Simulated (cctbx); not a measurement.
# Which space group?

Cell: a = 10.7010 Å, b = 10.7010 Å, c = 10.7010 Å, α = 90.00°, β = 90.00°, γ = 90.00°. Expected content of the cell: Re64 Co32 B16.

Simulated single-crystal data (cctbx): Mo Kα, λ = 0.71073 Å, to d = 0.75 Å, 70 % of the full sphere, strongest reflection 5000 counts, noise from counting, a 2 % proportional error and a noise floor of 15 counts (s.d.); no absorption.

A first pass over the reflections prints:

```text
8558 reflections to d = 0.751 A
centring   violations  <I/sigma> of those
    A          0 of  4288      0.0
    B          0 of  4282     -0.0
    C          0 of  4246     -0.0
    I        766 of  4268      3.1
    R        871 of  5717      2.8
    F          0 of  6408      0.0
Laue class    unique    Rint  (classes that these axes allow; Friedel mates merged)
F m m m           445   0.041
F m -3            155   0.044
F m -3 m          108   0.045
space group    extra absences  I>4sigma  <I/sigma>
F 4 3 2                 0          0         -  acentric
F 41 3 2               13          0       0.3  acentric
F -4 3 m                0          0         -  acentric
F m -3 m                0          0         -  centric
F d -3 m :1           139          0       0.1  centric
F d -3 m :2           139          0       0.1  centric
Wilson B = 0.74 A^2   <|E^2-1|> = 0.764 (0.968 centric, 0.736 acentric)   E^2>4: 1.0 %
shell (A)         n   <I/sigma>
 6.18 - 1.50     21     47.4
 1.50 - 1.19     14     62.9
 1.19 - 1.04     13     48.8
 1.04 - 0.95     11     37.0
 0.95 - 0.88     15     45.4
 0.88 - 0.83      9     47.2
 0.83 - 0.79     13     54.3
 0.79 - 0.75     12     30.0
```

Q: Read the symmetry from these tables.

The reflections that A, B, C and F centring forbids are absent (⟨I/σ⟩ near 0), so the lattice is F. F holds A, B and C together.

Rint stays low (0.041 to 0.045) up to F m -3 m, the highest class in these axes.

6 settings pass the absence test. The most absences obeyed, 139, belong to F d -3 m alone.

⟨|E²−1|⟩ = 0.764 leans to a non-centrosymmetric structure. Here that hint misleads: the statistic assumes many like atoms on general positions, and few, heavy or special-position atoms break it. The Wilson B of 0.74 Å² means U ≈ 0.0094 Å².

The true group is Fd-3m (no. 227, origin choice 1), Laue class m-3m, centrosymmetric. The tables fix it.

The model was made for the exercise: a known structure type with other elements put in, its volume estimated, not relaxed; displacement parameters are assumed.

[Logs are printed without paths, hosts, clocks, repeated set-up lines and the standing remarks that a program may print on its own settings, such as how far it seeks lower states.]
